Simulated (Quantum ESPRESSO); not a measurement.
# Cr2O3 (Eskolaite): spin-resolved density of states

Aim: the densities of states of Cr2O3 (Eskolaite) in the lowest state of several starts.

Main program and level: Quantum ESPRESSO 7.5; PBEsol with U = 3.5 eV on Cr d (ortho-atomic projectors); plane waves with GBRV 1.5 PBEsol potentials, no spin-orbit coupling.

## (1) The structure

It takes space group R-3c (No. 167, trigonal). Conventional cell: a = 4.957 Å, b = 4.957 Å, c = 13.592 Å, α = 90.00°, β = 90.00°, γ = 120.00°. Nearest to Cr lie 6 O at 1.96 to 2.01 Å. O has 4 Cr at 1.96 to 2.01 Å nearest. Farther neighbours and most contacts between anions are not listed.

The cell comes from the Crystallography Open Database.

## (2) Ground-state run

This state came out lowest in a comparison of starts that is told elsewhere.

File pw.in:

```
&CONTROL
  calculation = 'scf'
  prefix = 'pwscf'
  outdir = './tmp'
  pseudo_dir = './pseudo'
  disk_io = 'low'
/
&SYSTEM
  ibrav = 0
  celldm(1) = 8
  nat = 10
  ntyp = 3
  ecutwfc = 40
  ecutrho = 280
  nbnd = 64
  occupations = 'smearing'
  smearing = 'fd'
  degauss = 0.00367493
  nspin = 2
  starting_magnetization(1) = 0.2143
  starting_magnetization(2) = -0.2143
  starting_magnetization(3) = 0
/
&ELECTRONS
  conv_thr = 2d-08
  electron_maxstep = 150
  mixing_beta = 0.3
/
ATOMIC_SPECIES
Cr1    51.9961 cr_pbesol_v1.5.uspp.F.UPF
Cr2    51.9961 cr_pbesol_v1.5.uspp.F.UPF
O      15.9990 o_pbesol_v1.2.uspp.F.UPF
CELL_PARAMETERS alat
   0.5854607749856    0.3380159360411    1.0702385168308
  -0.5854607749856    0.3380159360411    1.0702385168308
   0.0000000000000   -0.6760318720822    1.0702385168308
ATOMIC_POSITIONS crystal
Cr1     0.3474800000    0.3474800000    0.3474800000
Cr2     0.1525200000    0.1525200000    0.1525200000
Cr2     0.6525200000    0.6525200000    0.6525200000
Cr1     0.8474800000    0.8474800000    0.8474800000
O       0.5558000000    0.9442000000    0.2500000000
O       0.2500000000    0.5558000000    0.9442000000
O       0.9442000000    0.2500000000    0.5558000000
O       0.4442000000    0.0558000000    0.7500000000
O       0.7500000000    0.4442000000    0.0558000000
O       0.0558000000    0.7500000000    0.4442000000
K_POINTS automatic
6 6 6 0 0 0
HUBBARD {ortho-atomic}
U Cr1-3d 3.5000
U Cr2-3d 3.5000
```

Launch:

```console
$ OMP_NUM_THREADS=1 mpirun -n 4 pw.x -nk 4 -in pw.in > pw.out
```

The program printed:

```text
Program PWSCF v.7.5 starts

     Message from routine setup:
     using ibrav=0 with symmetry is DISCOURAGED, use correct ibrav instead

     K-points division:     npool     =       4
     Subspace diagonalization in iterative solution of the eigenvalue problem:

     bravais-lattice index     =            0
     lattice parameter (alat)  =       8.0000  a.u.
     unit-cell volume          =     650.6340 (a.u.)^3
     number of atoms/cell      =           10
     number of atomic types    =            3
     number of electrons       =        92.00
     number of Kohn-Sham states=           64
     kinetic-energy cutoff     =      40.0000  Ry
     charge density cutoff     =     280.0000  Ry
     scf convergence threshold =      2.0E-08
     mixing beta               =       0.3000
     number of iterations used =            8  plain     mixing
     Exchange-correlation= SLA  PW   PSX  PSC
                           (   1   4  10   8   0   0   0)
     Hubbard projectors: ortho-atomic
     Hubbard parameters of DFT+U (Dudarev formulation) in eV:
     U(Cr1-3d) =  3.5000
     U(Cr2-3d) =  3.5000

     Internal variables: lda_plus_u =T, lda_plus_u_kind = 0

     Internal variables: orbital_resolved =F, hub_pot_fix =F, apply_U = F

     celldm(1)=   8.000000  celldm(2)=   0.000000  celldm(3)=   0.000000
     celldm(4)=   0.000000  celldm(5)=   0.000000  celldm(6)=   0.000000

     crystal axes: (cart. coord. in units of alat)
               a(1) = (   0.585461   0.338016   1.070239 )
               a(2) = (  -0.585461   0.338016   1.070239 )
               a(3) = (   0.000000  -0.676032   1.070239 )

     reciprocal axes: (cart. coord. in units 2 pi/alat)
               b(1) = (  0.854028  0.493073  0.311457 )
               b(2) = ( -0.854028  0.493073  0.311457 )
               b(3) = (  0.000000 -0.986147  0.311457 )

     PseudoPot. # 1 for Cr read from file:
     cr_pbesol_v1.5.uspp.F.UPF
     Pseudo is Ultrasoft + core correction, Zval = 14.0

     PseudoPot. # 2 for Cr read from file:
     cr_pbesol_v1.5.uspp.F.UPF
     Pseudo is Ultrasoft + core correction, Zval = 14.0

     PseudoPot. # 3 for O  read from file:
     o_pbesol_v1.2.uspp.F.UPF
     Pseudo is Ultrasoft + core correction, Zval =  6.0

     atomic species   valence    mass     pseudopotential
     Cr1              14.00    51.99610     Cr( 1.00)
     Cr2              14.00    51.99610     Cr( 1.00)
     O                 6.00    15.99900     O ( 1.00)

     Starting magnetic structure
     atomic species   magnetization
     Cr1             0.214
     Cr2            -0.214
     O               0.000

      6 Sym. Ops. (no inversion) found ( 3 have fractional translation)

   Cartesian axes

     site n.     atom                  positions (alat units)
         1        Cr1    tau(   1) = (   0.0000000  -0.0000000   1.1156594  )
         2        Cr2    tau(   2) = (  -0.0000000  -0.0000000   0.4896983  )
         3        Cr2    tau(   3) = (  -0.0000000  -0.0000000   2.0950561  )
         4        Cr1    tau(   4) = (   0.0000000   0.0000000   2.7210172  )
         5        O      tau(   5) = (  -0.2273930   0.3380159   1.8729174  )
         6        O      tau(   6) = (  -0.1790339  -0.3659361   1.8729174  )
         7        O      tau(   7) = (   0.4064269   0.0279201   1.8729174  )
         8        O      tau(   8) = (   0.2273930  -0.3380159   1.3377981  )
         9        O      tau(   9) = (   0.1790339   0.3659361   1.3377981  )
        10        O      tau(  10) = (  -0.4064269  -0.0279201   1.3377981  )

     number of k points=    32  Fermi-Dirac smearing, width (Ry)=  0.0037
                       cart. coord. in units 2pi/alat
        k(    1) = (   0.0000000   0.0000000   0.0000000), wk =   0.0046296
        k(    2) = (   0.0000000  -0.1643578   0.0519095), wk =   0.0277778
        k(    3) = (   0.0000000  -0.3287156   0.1038190), wk =   0.0277778
        k(    4) = (   0.0000000   0.4930734  -0.1557285), wk =   0.0138889
        k(    5) = (  -0.1423380  -0.0821789   0.1038190), wk =   0.0277778
        [... 27 further k-points ...]

     Dense  grid:    51357 G-vectors     FFT dimensions: (  54,  54,  54)

     Smooth grid:    22277 G-vectors     FFT dimensions: (  48,  48,  48)

     Check: negative core charge=   -0.000008
     Generating pointlists ...
     new r_m :   0.1914 (alat units)  1.5312 (a.u.) for type    1
     new r_m :   0.1914 (alat units)  1.5312 (a.u.) for type    2
     new r_m :   0.1914 (alat units)  1.5312 (a.u.) for type    3

     Initial potential from superposition of free atoms

     starting charge      87.9999, renormalised to      92.0000

     negative rho (up, down):  2.248E-04 2.248E-04

     STARTING HUBBARD OCCUPATIONS:

     =================== HUBBARD OCCUPATIONS ===================
     ------------------------ ATOM    1 ------------------------
     Tr[ns(  1)] (up, down, total) =   3.40000  0.00000  3.40000
     Atomic magnetic moment for atom   1 =   3.40000
     [... lines left out ...]
     ------------------------ ATOM    2 ------------------------
     Tr[ns(  2)] (up, down, total) =   0.00000  3.40000  3.40000
     Atomic magnetic moment for atom   2 =  -3.40000
     [... lines left out ...]
     ------------------------ ATOM    3 ------------------------
     Tr[ns(  3)] (up, down, total) =   0.00000  3.40000  3.40000
     Atomic magnetic moment for atom   3 =  -3.40000
     [... lines left out ...]
     ------------------------ ATOM    4 ------------------------
     Tr[ns(  4)] (up, down, total) =   3.40000  0.00000  3.40000
     Atomic magnetic moment for atom   4 =   3.40000
     [... lines left out ...]
     Number of occupied Hubbard levels =   13.6000

     Atomic wfc used for Hubbard projectors are orthogonalized

     Starting wfcs are   64 randomized atomic wfcs

     Self-consistent Calculation

     iteration #  1     ecut=    40.00 Ry     beta= 0.30
     Davidson diagonalization with overlap
     ethr =  1.00E-02,  avg # of iterations =  5.5

     =================== HUBBARD OCCUPATIONS ===================
     ------------------------ ATOM    1 ------------------------
     Tr[ns(  1)] (up, down, total) =   3.20443  0.36995  3.57438
     Atomic magnetic moment for atom   1 =   2.83448
     [... lines left out ...]
     ------------------------ ATOM    2 ------------------------
     Tr[ns(  2)] (up, down, total) =   0.36994  3.20456  3.57450
     Atomic magnetic moment for atom   2 =  -2.83462
     [... lines left out ...]
     ------------------------ ATOM    3 ------------------------
     Tr[ns(  3)] (up, down, total) =   0.36994  3.20456  3.57450
     Atomic magnetic moment for atom   3 =  -2.83462
     [... lines left out ...]
     ------------------------ ATOM    4 ------------------------
     Tr[ns(  4)] (up, down, total) =   3.20443  0.36995  3.57438
     Atomic magnetic moment for atom   4 =   2.83448
     [... lines left out ...]
     Number of occupied Hubbard levels =   14.2978

     negative rho (up, down):  2.602E-03 2.602E-03

     total energy              =    -894.19804111 Ry
     estimated scf accuracy    <       3.90380384 Ry

     total magnetization       =    -0.00 Bohr mag/cell
     absolute magnetization    =    11.51 Bohr mag/cell

     iteration #  2     ecut=    40.00 Ry     beta= 0.30
     Davidson diagonalization with overlap
     ethr =  4.24E-03,  avg # of iterations =  2.0

     negative rho (up, down):  4.118E-03 4.118E-03

     total energy              =    -894.89654722 Ry
     estimated scf accuracy    <       0.25192370 Ry

     total magnetization       =    -0.00 Bohr mag/cell
     absolute magnetization    =    12.22 Bohr mag/cell

     [... further iterations left out ...]

     iteration # 11     ecut=    40.00 Ry     beta= 0.30
     Davidson diagonalization with overlap
     ethr =  2.81E-09,  avg # of iterations =  1.7

     negative rho (up, down):  7.923E-03 7.923E-03

     total energy              =    -894.97009261 Ry
     estimated scf accuracy    <       0.00000010 Ry

     total magnetization       =    -0.00 Bohr mag/cell
     absolute magnetization    =    12.40 Bohr mag/cell

     iteration # 12     ecut=    40.00 Ry     beta= 0.30
     Davidson diagonalization with overlap
     ethr =  1.11E-10,  avg # of iterations =  2.0

     negative rho (up, down):  7.923E-03 7.923E-03

     Magnetic moment per site  (integrated on atomic sphere of radius R)
     atom   1 (R=0.191)  charge= 10.8353  magn=  2.4281
     atom   2 (R=0.191)  charge= 10.8353  magn= -2.4281
     atom   3 (R=0.191)  charge= 10.8353  magn= -2.4281
     atom   4 (R=0.191)  charge= 10.8353  magn=  2.4281
     atom   5 (R=0.191)  charge=  5.4691  magn=  0.0000
     atom   6 (R=0.191)  charge=  5.4691  magn=  0.0000
     atom   7 (R=0.191)  charge=  5.4691  magn=  0.0000
     atom   8 (R=0.191)  charge=  5.4691  magn=  0.0000
     atom   9 (R=0.191)  charge=  5.4691  magn=  0.0000
     atom  10 (R=0.191)  charge=  5.4691  magn=  0.0000

     End of self-consistent calculation

     =================== HUBBARD OCCUPATIONS ===================
     ------------------------ ATOM    1 ------------------------
     Tr[ns(  1)] (up, down, total) =   3.56393  0.58708  4.15100
     Atomic magnetic moment for atom   1 =   2.97685
     [... lines left out ...]
     ------------------------ ATOM    2 ------------------------
     Tr[ns(  2)] (up, down, total) =   0.58707  3.56392  4.15100
     Atomic magnetic moment for atom   2 =  -2.97685
     [... lines left out ...]
     ------------------------ ATOM    3 ------------------------
     Tr[ns(  3)] (up, down, total) =   0.58707  3.56392  4.15100
     Atomic magnetic moment for atom   3 =  -2.97685
     [... lines left out ...]
     ------------------------ ATOM    4 ------------------------
     Tr[ns(  4)] (up, down, total) =   3.56393  0.58708  4.15100
     Atomic magnetic moment for atom   4 =   2.97685
     [... lines left out ...]
     Number of occupied Hubbard levels =   16.6040

     [... lines left out ...]
     the Fermi energy is    12.3913 ev

!    total energy              =    -894.97009317 Ry
     estimated scf accuracy    <       0.00000001 Ry
     smearing contrib. (-TS)   =      -0.00000000 Ry
     internal energy E=F+TS    =    -894.97009317 Ry

     The total energy is F=E-TS. E is the sum of the following terms:
     one-electron contribution =    -365.61932603 Ry
     hartree contribution      =     231.66780847 Ry
     xc contribution           =    -132.75663511 Ry
     ewald contribution        =    -628.76144723 Ry
     Hubbard energy            =       0.49950674 Ry

     total magnetization       =    -0.00 Bohr mag/cell
     absolute magnetization    =    12.40 Bohr mag/cell

     convergence has been achieved in  12 iterations

=------------------------------------------------------------------------------=
   JOB DONE.
=------------------------------------------------------------------------------=
```

Elapsed: 89 s, on 4 MPI ranks of Arm Neoverse V2, shared host; peak memory 0.72 GiB.

Spin moment in the atom's sphere by atom:

| atom | spin moment in the atom's sphere (μB) |
| --- | --- |
| Cr1 | 2.43 |
| Cr2 | -2.43 |
| Cr3 | -2.43 |
| Cr4 | 2.43 |
| O5 | 0.00 |
| O6 | 0.00 |
| O7 | 0.00 |
| O8 | 0.00 |
| O9 | 0.00 |
| O10 | 0.00 |

This step gave:

* smearing term TS: 4.47e-12 eV
* magnetization: 0 μB
* absolute magnetization: 12.4 μB
* final state: antiferromagnetic

(Continued in part 2 of 2.)

[Logs and program files are shortened in this print: banners, set-up blocks, solver, clock and traceback lines can be left out without a mark of their own.]

[Logs are printed without paths, hosts, clocks, repeated set-up lines and the standing remarks that a program may print on its own settings, such as how far it seeks lower states.]

[Hosts, paths, dates, database ids (printed as entryN), source tags and the programs' standing remarks are cut or masked in the printed files.]

[Where a cell is said to come from a database of computed structures, the database is the Materials Project.]
